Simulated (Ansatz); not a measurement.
# Work function of Al(111): what the settings cost and change, part 2 of 2

How far do cutoff, k-mesh and smearing move the work function of Al(111)?

Ansatz 0.2.0; plane-wave DFT, PBE, Ansatz PAW.

So far. Step 8 (Run): The work function is 4.020 eV, -0.019 eV from the run “cutoff 420 eV”, at 0.92 times its CPU time.

**9. Run**

The input, input.yaml:

```yaml
crystal:
  lattice:
    - [2.8637824638, 0.0, 0.0]
    - [1.4318912319, 2.4801083646, 0.0]
    - [0.0, 0.0, 32.0296115413]
  atoms:
    - { symbol: Al, position: [0.0, 0.0, 0.2809899829] }
    - { symbol: Al, position: [0.3333333333, 0.3333333333, 0.3539933219] }
    - { symbol: Al, position: [0.6666666667, 0.6666666667, 0.426996661] }
    - { symbol: Al, position: [0.0, 0.0, 0.5] }
    - { symbol: Al, position: [0.3333333333, 0.3333333333, 0.573003339] }
    - { symbol: Al, position: [0.6666666667, 0.6666666667, 0.6460066781] }
    - { symbol: Al, position: [0.0, 0.0, 0.7190100171] }
kpoints:
  mp_grid: { grid: [24, 24, 1] }
hamiltonian:
  xc: pbe
scf:
  occupations: { method: fermi_dirac, width: 0.1 }
  convergence: { dr2_threshold: 1.0e-09 }
efield:
  axis: 3
  dipole_correction: true
  ramp_position: 0.97
  ramp_width: 0.06
output:
  write_potential: true
  write_density: true
  volumetric_format: npy
```

On the command line:

```bash
$ ansatz run input.yaml --threads 2 --pin off --max-ram 3072MiB --backend cpu --events-out ev --progress --plain --runs-dir out
```

Numbers of over 12 decimals in the logs are rounded to 6 here.

Log:

```text
[...]
Crystal: 7 atoms, lattice volume = 227.490 Å³
Basis set: ecut = 420 eV, 4463 PW (Γ)
Bands: 18, of which v1, the nominal top of the filled ones, is band 11 counted from 1 (10 counted from 0)
Symmetry: 6 space group operations
k-points: 61 of 576 (time reversal used)
[...]
k-point 0: bands = [... 7 lower, -1.7261, 0.0823, 1.9282, 3.7237, 5.1578, 5.8332, 6.6009, 6.6055, ... 3 higher]
  k-point 1: bands = [... 7 lower, -1.6871, 0.1214, 1.9668, 3.7617, 5.1968, 5.8743, 6.6402, 6.6461, ... 3 higher]
  k-point 2: bands = [... 7 lower, -1.5701, 0.2385, 2.0820, 3.8751, 5.3130, 5.9972, 6.7566, 6.7675, ... 3 higher]
  k-point 60: bands = [... 7 lower, -0.2100, -0.0972, 0.5307, 0.5307, 0.5479, 1.4762, 1.4762, 2.4788, ... 3 higher]
[key lines of the parts left out:]
SCF converged after 7 iterations
Free energy (F): -3761.825840 eV
Fermi energy:    2.082722 eV
Dipole field:    D = -0.000000 V/Å  (p = -0.000000 e·Å, saw-weighted, corrected)
Work function:   Φ+ = 4.0409 eV   Φ− = 4.0409 eV
```

It took 22 s on 2 threads of Intel Xeon 6975P-C (Granite Rapids), shared host; peak memory 0.61 GiB.

The work function is 4.041 eV, +0.002 eV from the run “cutoff 420 eV”, at 3.5 times its CPU time.

**10. Slab**

Edit input.yaml of step 9 so:

```diff
@@ -14,3 +14,3 @@
 kpoints:
-  mp_grid: { grid: [24, 24, 1] }
+  mp_grid: { grid: [16, 16, 1] }
 hamiltonian:
@@ -18,3 +18,3 @@
 scf:
-  occupations: { method: fermi_dirac, width: 0.1 }
+  occupations: { method: gaussian, width: 0.05 }
   convergence: { dr2_threshold: 1.0e-09 }
```

Log:

```text
[...]
Crystal: 7 atoms, lattice volume = 227.490 Å³
Basis set: ecut = 420 eV, 4463 PW (Γ)
Bands: 18, of which v1, the nominal top of the filled ones, is band 11 counted from 1 (10 counted from 0)
Symmetry: 6 space group operations
k-points: 30 of 256 (time reversal used)
[...]
k-point 0: bands = [... 7 lower, -1.7346, 0.0738, 1.9209, 3.7193, 5.1606, 5.8431, 6.6079, 6.6138, ... 3 higher]
  k-point 1: bands = [... 7 lower, -1.6468, 0.1617, 2.0075, 3.8047, 5.2481, 5.9355, 6.6961, 6.7051, ... 3 higher]
  k-point 2: bands = [... 7 lower, -1.3835, 0.4245, 2.2652, 4.0562, 5.5040, 6.2094, 6.9464, 6.9766, ... 3 higher]
  k-point 29: bands = [... 7 lower, -0.2188, 0.2595, 0.3301, 0.5145, 0.9583, 1.2929, 1.7307, 2.5784, ... 3 higher]
[key lines of the parts left out:]
SCF converged after 8 iterations
Free energy (F): -3761.793458 eV
Fermi energy:    2.108737 eV
Dipole field:    D = 0.000000 V/Å  (p = 0.000000 e·Å, saw-weighted, corrected)
Work function:   Φ+ = 4.0273 eV   Φ− = 4.0273 eV
```

Run time: 11 s. Hardware: 2 threads; peak memory 0.49 GiB; 19 s of CPU time.

The work function is 4.027 eV, -0.012 eV from the run “cutoff 420 eV”, at 1.7 times its CPU time.

**11. Run**

Edit input.yaml of step 10 so:

```diff
@@ -18,3 +18,3 @@
 scf:
-  occupations: { method: gaussian, width: 0.05 }
+  occupations: { method: methfessel_paxton, width: 0.2 }
   convergence: { dr2_threshold: 1.0e-09 }
```

Log:

```text
[...]
Crystal: 7 atoms, lattice volume = 227.490 Å³
Basis set: ecut = 420 eV, 4463 PW (Γ)
Bands: 18, of which v1, the nominal top of the filled ones, is band 11 counted from 1 (10 counted from 0)
Symmetry: 6 space group operations
k-points: 30 of 256 (time reversal used)
[...]
k-point 0: bands = [... 7 lower, -1.7330, 0.0753, 1.9222, 3.7200, 5.1597, 5.8409, 6.6063, 6.6121, ... 3 higher]
  k-point 1: bands = [... 7 lower, -1.6452, 0.1632, 2.0088, 3.8054, 5.2472, 5.9333, 6.6944, 6.7033, ... 3 higher]
  k-point 2: bands = [... 7 lower, -1.3819, 0.4260, 2.2665, 4.0570, 5.5032, 6.2073, 6.9447, 6.9748, ... 3 higher]
  k-point 29: bands = [... 7 lower, -0.2144, 0.2641, 0.3347, 0.5161, 0.9592, 1.2962, 1.7340, 2.5800, ... 3 higher]
[key lines of the parts left out:]
SCF converged after 7 iterations
Free energy (F): -3761.791475 eV
Fermi energy:    2.102240 eV
Dipole field:    D = 0.000000 V/Å  (p = 0.000000 e·Å, saw-weighted, corrected)
Work function:   Φ+ = 4.0313 eV   Φ− = 4.0314 eV
```

It took 11 s on 2 threads; peak memory 0.5 GiB; 19 s of CPU time.

The work function is 4.031 eV, -0.008 eV from the run “cutoff 420 eV”, at 1.7 times its CPU time.

**12. Slab**

Edit input.yaml of step 11 so:

```diff
@@ -18,3 +18,3 @@
 scf:
-  occupations: { method: methfessel_paxton, width: 0.2 }
+  occupations: { method: fermi_dirac, width: 0.3 }
   convergence: { dr2_threshold: 1.0e-09 }
```

Log:

```text
band count auto-derived: 21 (N_el = 21.0; filled up to band 11; 18 by the electrons, moments and atoms)
[...]
Crystal: 7 atoms, lattice volume = 227.490 Å³
Basis set: ecut = 420 eV, 4463 PW (Γ)
Bands: 21, of which v1, the nominal top of the filled ones, is band 11 counted from 1 (10 counted from 0)
Symmetry: 6 space group operations
[...]
k-point 0: bands = [... 7 lower, -1.7469, 0.0616, 1.9092, 3.7083, 5.1518, 5.8408, 6.6016, 6.6191, ... 6 higher]
  k-point 1: bands = [... 7 lower, -1.6591, 0.1496, 1.9958, 3.7936, 5.2392, 5.9331, 6.6897, 6.7103, ... 6 higher]
  k-point 2: bands = [... 7 lower, -1.3959, 0.4123, 2.2535, 4.0452, 5.4950, 6.2068, 6.9410, 6.9807, ... 6 higher]
  k-point 29: bands = [... 7 lower, -0.2275, 0.2508, 0.3207, 0.5038, 0.9439, 1.2802, 1.7190, 2.5662, ... 6 higher]
[key lines of the parts left out:]
SCF converged after 7 iterations
Free energy (F): -3762.228615 eV
Fermi energy:    2.064466 eV
Dipole field:    D = 0.000000 V/Å  (p = 0.000000 e·Å, saw-weighted, corrected)
Work function:   Φ+ = 4.0879 eV   Φ− = 4.0880 eV
```

It took 13 s on 2 threads; peak memory 0.5 GiB.

The work function is 4.088 eV, +0.049 eV from the run “cutoff 420 eV”, at 1.8 times its CPU time.

**13. Run**

Edit input.yaml of step 12 so:

```diff
@@ -18,3 +18,3 @@
 scf:
-  occupations: { method: fermi_dirac, width: 0.3 }
+  occupations: { method: cold, width: 0.1 }
   convergence: { dr2_threshold: 1.0e-09 }
```

Log:

```text
[...]
Crystal: 7 atoms, lattice volume = 227.490 Å³
Basis set: ecut = 420 eV, 4463 PW (Γ)
Bands: 18, of which v1, the nominal top of the filled ones, is band 11 counted from 1 (10 counted from 0)
Symmetry: 6 space group operations
k-points: 30 of 256 (time reversal used)
[...]
k-point 0: bands = [... 7 lower, -1.7367, 0.0718, 1.9192, 3.7179, 5.1598, 5.8434, 6.6075, 6.6150, ... 3 higher]
  k-point 1: bands = [... 7 lower, -1.6488, 0.1598, 2.0058, 3.8033, 5.2473, 5.9357, 6.6956, 6.7063, ... 3 higher]
  k-point 2: bands = [... 7 lower, -1.3856, 0.4225, 2.2635, 4.0548, 5.5031, 6.2096, 6.9461, 6.9776, ... 3 higher]
  k-point 29: bands = [... 7 lower, -0.2203, 0.2580, 0.3286, 0.5118, 0.9553, 1.2916, 1.7294, 2.5760, ... 3 higher]
[key lines of the parts left out:]
SCF converged after 7 iterations
Free energy (F): -3761.792677 eV
Fermi energy:    2.110678 eV
Dipole field:    D = -0.000000 V/Å  (p = -0.000001 e·Å, saw-weighted, corrected)
Work function:   Φ+ = 4.0281 eV   Φ− = 4.0280 eV
```

The job ended after 11 s (2 threads; peak memory 0.51 GiB).

The work function is 4.028 eV, -0.011 eV from the run “cutoff 420 eV”, at 1.6 times its CPU time.

**14. Side by side**

Times are for 2 threads of Intel Xeon 6975P-C (Granite Rapids), shared host. Results by setting:

```csv
no.,setting,"work function, upper face (eV)",time,memory (GiB)
1,cutoff 200 eV,4.009,2.5 s,0.38
2,cutoff 300 eV,4.036,4.2 s,0.43
3,cutoff 420 eV,4.039,6 s,0.5
4,cutoff 600 eV,4.039,16 s,0.64
5,mesh 3x3,4.003,2.8 s,0.4
6,mesh 5x5,4.018,3.9 s,0.4
7,mesh 11x11,4.020,7.9 s,0.44
8,mesh 24x24,4.041,22 s,0.61
9,Gaussian smearing 0.05 eV,4.027,11 s,0.49
10,methfessel_paxton smearing 0.2 eV,4.031,11 s,0.5
11,fermi_dirac smearing 0.3 eV,4.088,13 s,0.5
12,cold smearing 0.1 eV,4.028,11 s,0.51
```

**15. The same run with other settings**

An input spoilt on purpose, to show how the run answers: it repeats the earlier run “cutoff 200 eV” with efield.amplitude to 0 and efield.dipole_correction from true to false, and scf.max_iter set to 80; its output block differs too.

Edit input.yaml of step 13 so:

```diff
@@ -18,9 +18,13 @@
 scf:
-  occupations: { method: cold, width: 0.1 }
+  occupations: { method: fermi_dirac, width: 0.1 }
   convergence: { dr2_threshold: 1.0e-09 }
+  max_iter: 80
 efield:
   axis: 3
-  dipole_correction: true
+  dipole_correction: false
   ramp_position: 0.97
   ramp_width: 0.06
+  amplitude: 0
+basis:
+  ecutwfc: "200 eV"
 output:
```

Log:

```text
Error: invalid value for `efield.amplitude`: is zero with dipole_correction: false — the section would apply nothing; set a non-zero amplitude, enable dipole_correction, or remove the block
```

Wall time 0.03 s (2 threads); peak memory 0.06 GiB.

The program refused the input before any cycle.

The program's message: “Error: invalid value for `efield.amplitude`: is zero with dipole_correction: false — the section would apply nothing; set a non-zero amplitude, enable dipole_correction, or remove the block”

The fault put into the input: a field block that applies nothing.

**16. Results**

```
work function, cutoff 420 eV               : 4.039 eV
work function, cutoff 600 eV               : 4.039 eV
work function, mesh 3x3                    : 4.003 eV
work function, fermi_dirac smearing 0.3 eV : 4.088 eV
```

What this shows: The run at the highest cutoff gives 4.04 eV, and the settings tried spread the value from 4.00 to 4.09 eV. Against 600 eV, a cutoff of 200 eV is off by -0.030 eV. Against 600 eV, a cutoff of 420 eV is off by -0.000 eV. Against the finest mesh, 24 points along a, the coarser ones are off by -0.04 (3), -0.02 (5) and -0.02 (11) eV. The smearing schemes and widths spread it over 0.06 eV. The ladder's slabs use the tabulated experimental lattice constant (two decimals; a low-temperature value for the alkali metals).

Computed beside measured:

| quantity | measured | cutoff 600 eV |
| --- | --- | --- |
| work function (clean (111) face, a compiled value) (eV) | 4.32 | 4.04 (-0.28 eV) |

Measured values from arxiv:1702.08515 (2017).

How well it matches: The work function is off by -0.28 eV: fair agreement. The grades are ours: good and fair within 3 and 7 % for the work function. No cell relaxation is part of this session.

[Logs are printed without paths, hosts, clocks, repeated set-up lines and the standing remarks that a program may print on its own settings, such as how far it seeks lower states.]

[Hosts, paths, dates, database ids (printed as entryN), source tags and the programs' standing remarks are cut or masked in the printed files.]

[Maps of the electrostatic potential energy from Ansatz leave out the sawtooth potential of an applied field or a dipole correction, so their vacuum need not be flat; planar profiles and work functions include it.]
